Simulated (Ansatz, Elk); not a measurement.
# How far do independent atoms describe ScOs3?, part 2 of 2

The structure of ScOs3 used here is made up (a known structure type with other elements) and was relaxed beforehand with PBE. The aim is the Fourier transform of its all-electron density, F(hkl), set beside the sum over free spherical atoms that refinements use.

Elk 11.2.3 (patched build); all-electron DFT.

So far: The structure; Ground state and structure factors; The highest occupied states alone; Another try.

The structure was built from a prototype and need not be the compound's stable phase.

## Step 5: Another functional

Level of this step: DFT, LDA (Perdew-Wang), all-electron APW+lo, Dirac cores, scalar-relativistic bands, static density, no spin (Elk).

The difference from free atoms is small, so it is set against the change that LDA (Perdew-Wang) makes.

elk.in reads:

```
tasks
  0
  195

xctype
  3

spinpol
  .false.

rgkmax
  7.0

gmaxvr
  14.0

lmaxo
  7

lmaxapw
  8

swidth
  0.002

tshift
  .false.

ramdisk
  .false.

hmaxvr
  5.5

maxscl
  120

epspot
  1e-06

sppath
  './'

avec
  -3.70757366454 3.70757366454 7.56880773727
  3.70757366454 -3.70757366454 7.56880773727
  3.70757366454 3.70757366454 -7.56880773727

atoms
  2
  'Os.in'
  3
  0.5000000000 0.5000000000 0.0000000000   0.000000 0.000000 0.000000
  0.2500000000 0.7500000000 0.5000000000   0.000000 0.000000 0.000000
  0.7500000000 0.2500000000 0.5000000000   0.000000 0.000000 0.000000
  'Sc.in'
  1
  -0.0000000000 -0.0000000000 0.0000000000   0.000000 0.000000 0.000000

ngridk
  8 8 8
```

Launch:

```sh
$ OMP_NUM_THREADS=4 elk
```

Numbers of over 12 decimals in the logs are rounded to 6 here.

What it wrote:

```text
┌─────────────────────────┐
│ Elk code version 11.2.3 │
└─────────────────────────┘

All units are atomic (Hartree, Bohr, etc.)

┌─────────────────────────────────────────────────┐
│ Ground-state run starting from atomic densities │
└─────────────────────────────────────────────────┘

Lattice vectors :
  -3.707573665       3.707573665       7.568807737
   3.707573665      -3.707573665       7.568807737
   3.707573665       3.707573665      -7.568807737

Reciprocal lattice vectors :
  0.1231826312E-16  0.8473446350      0.4150710076
[...]
valence                     :    101.0000000
 interstitial                :    5.375167739
 muffin-tins (core leakage)
  species : 1 (Os)
[...]
atom 3                    :    74.72588663     ( -0.4886603158E-05)
  species : 2 (Sc)
   atom 1                    :    19.46381251     ( -0.3512521030E-05)
 total in muffin-tins        :    243.6248323
 total calculated charge     :    248.9994722
 total charge                :    249.0000000
 error                       :   0.5278011769E-03

┌──────────────────────────────┐
│ Self-consistent loop stopped │
└──────────────────────────────┘

Wrote STATE.OUT
[key lines of the parts left out:]
total energy                :     -52578.904524433
```

Run time: 31 s. Hardware: 4 threads of Intel Xeon Platinum 8488C (Sapphire Rapids), shared host; peak memory 0.19 GiB.

Against the first run R = 0.01 %; the largest change is -0.041 at 220.

## Step 6: Basis size

The basis and the expansions that go with it are enlarged, to see whether the differences are converged.

Edit elk.in of step 5 so:

```diff
@@ -5,3 +5,3 @@
 xctype
-  3
+  20
 
@@ -11,12 +11,12 @@
 rgkmax
-  7.0
+  8.5
 
 gmaxvr
-  14.0
+  18.0
 
 lmaxo
-  7
+  9
 
 lmaxapw
-  8
+  10
```

Launch:

```sh
$ OMP_NUM_THREADS=4 elk
```

What it wrote:

```text
┌─────────────────────────┐
│ Elk code version 11.2.3 │
└─────────────────────────┘

All units are atomic (Hartree, Bohr, etc.)

┌─────────────────────────────────────────────────┐
│ Ground-state run starting from atomic densities │
└─────────────────────────────────────────────────┘

Lattice vectors :
  -3.707573665       3.707573665       7.568807737
   3.707573665      -3.707573665       7.568807737
   3.707573665       3.707573665      -7.568807737

Reciprocal lattice vectors :
  0.1231826312E-16  0.8473446350      0.4150710076
[...]
valence                     :    101.0000000
 interstitial                :    5.368853731
 muffin-tins (core leakage)
  species : 1 (Os)
[...]
atom 3                    :    74.72986895     ( -0.1984919678E-06)
  species : 2 (Sc)
   atom 1                    :    19.45827505     ( -0.2162418511E-06)
 total in muffin-tins        :    243.6311463
 total calculated charge     :    249.0000277
 total charge                :    249.0000000
 error                       :   0.2765650640E-04

┌──────────────────────────────┐
│ Self-consistent loop stopped │
└──────────────────────────────┘

Wrote STATE.OUT
[key lines of the parts left out:]
total energy                :     -52610.131612165
```

Wall time 1.8 min (4 threads); peak memory 0.4 GiB.

Against the first run R = 0.00 %; the largest change is -0.018 at 312.

## Step 7: A coarser k-mesh

About half the k-points along each axis test the sampling.

Edit elk.in of step 6 so:

```diff
@@ -11,12 +11,12 @@
 rgkmax
-  8.5
+  7.0
 
 gmaxvr
-  18.0
+  14.0
 
 lmaxo
-  9
+  7
 
 lmaxapw
-  10
+  8
 
@@ -60,2 +60,2 @@
 ngridk
-  8 8 8
+  4 4 4
```

Launch:

```sh
$ OMP_NUM_THREADS=4 elk
```

What it wrote:

```text
┌─────────────────────────┐
│ Elk code version 11.2.3 │
└─────────────────────────┘

All units are atomic (Hartree, Bohr, etc.)

┌─────────────────────────────────────────────────┐
│ Ground-state run starting from atomic densities │
└─────────────────────────────────────────────────┘

Lattice vectors :
  -3.707573665       3.707573665       7.568807737
   3.707573665      -3.707573665       7.568807737
   3.707573665       3.707573665      -7.568807737

Reciprocal lattice vectors :
  0.1231826312E-16  0.8473446350      0.4150710076
[...]
valence                     :    101.0000000
 interstitial                :    5.411696005
 muffin-tins (core leakage)
  species : 1 (Os)
[...]
atom 3                    :    74.71415941     ( -0.1985229403E-06)
  species : 2 (Sc)
   atom 1                    :    19.44585666     ( -0.2162435582E-06)
 total in muffin-tins        :    243.5883040
 total calculated charge     :    248.9994808
 total charge                :    249.0000000
 error                       :   0.5191787081E-03

┌──────────────────────────────┐
│ Self-consistent loop stopped │
└──────────────────────────────┘

Wrote STATE.OUT
[key lines of the parts left out:]
total energy                :     -52610.105889989
```

The job ended after 23 s (4 threads; peak memory 0.26 GiB).

Against the first run R = 0.01 %; the largest change is +0.034 at 200.

## Step 8: Settings against the effect

```
                              run  R against the first run (%)  R against neutral atoms, low angle (%)  wall time
                    PBE, rgkmax 7                         0.00                                    0.30       56 s
                LDA (Perdew-Wang)                         0.01                                    0.29       31 s
rgkmax 8.5 with larger expansions                         0.00                                    0.29    1.8 min
                     k-mesh 4×4×4                         0.01                                    0.29       23 s
```

## Step 9: Outcome

```json
{
  "R against neutral atoms, sin θ/λ < 0.3 Å⁻¹": "0.30 %",
  "R against neutral atoms, 0.3 to 0.83 Å⁻¹": "0.18 %"
}
```

Independent neutral atoms miss the calculated amplitudes by R = 0.30 % below 0.3 Å⁻¹ and 0.18 % from there to 0.83 Å⁻¹; by shells, 0.14 % below 0.15 Å⁻¹ (2 forms), 0.31 % 0.15 to 0.3 (7 forms), 0.10 % 0.3 to 0.45 (14 forms), 0.20 % above 0.45 (88 forms). Bonding, aspherical density and the tables' own atoms all enter these figures, and the runs don't part them. The largest change of an amplitude is -0.81 electrons, at 200. The window's part falls from 27.0 electrons at the origin to at most 0.35 between 0.45 and 0.83 Å⁻¹. Below 0.3 Å⁻¹ the changes that finished (LDA (Perdew-Wang), rgkmax 8.5 with larger expansions and k-mesh 4×4×4) move F by R = 0.01 % at most, against the 0.30 % that separates it from free atoms. These runs have no spin, though d or f shells may be open. Spin-orbit coupling is left out, which can matter for elements this heavy. Part of the difference isn't bonding: the tables are fits to free atoms and ions calculated by other methods than this functional. Thermal motion, anomalous dispersion and extinction are left out.

[Logs are printed without paths, hosts, clocks, repeated set-up lines and the standing remarks that a program may print on its own settings, such as how far it seeks lower states.]

[Hosts, paths, dates, database ids (printed as entryN), source tags and the programs' standing remarks are cut or masked in the printed files.]
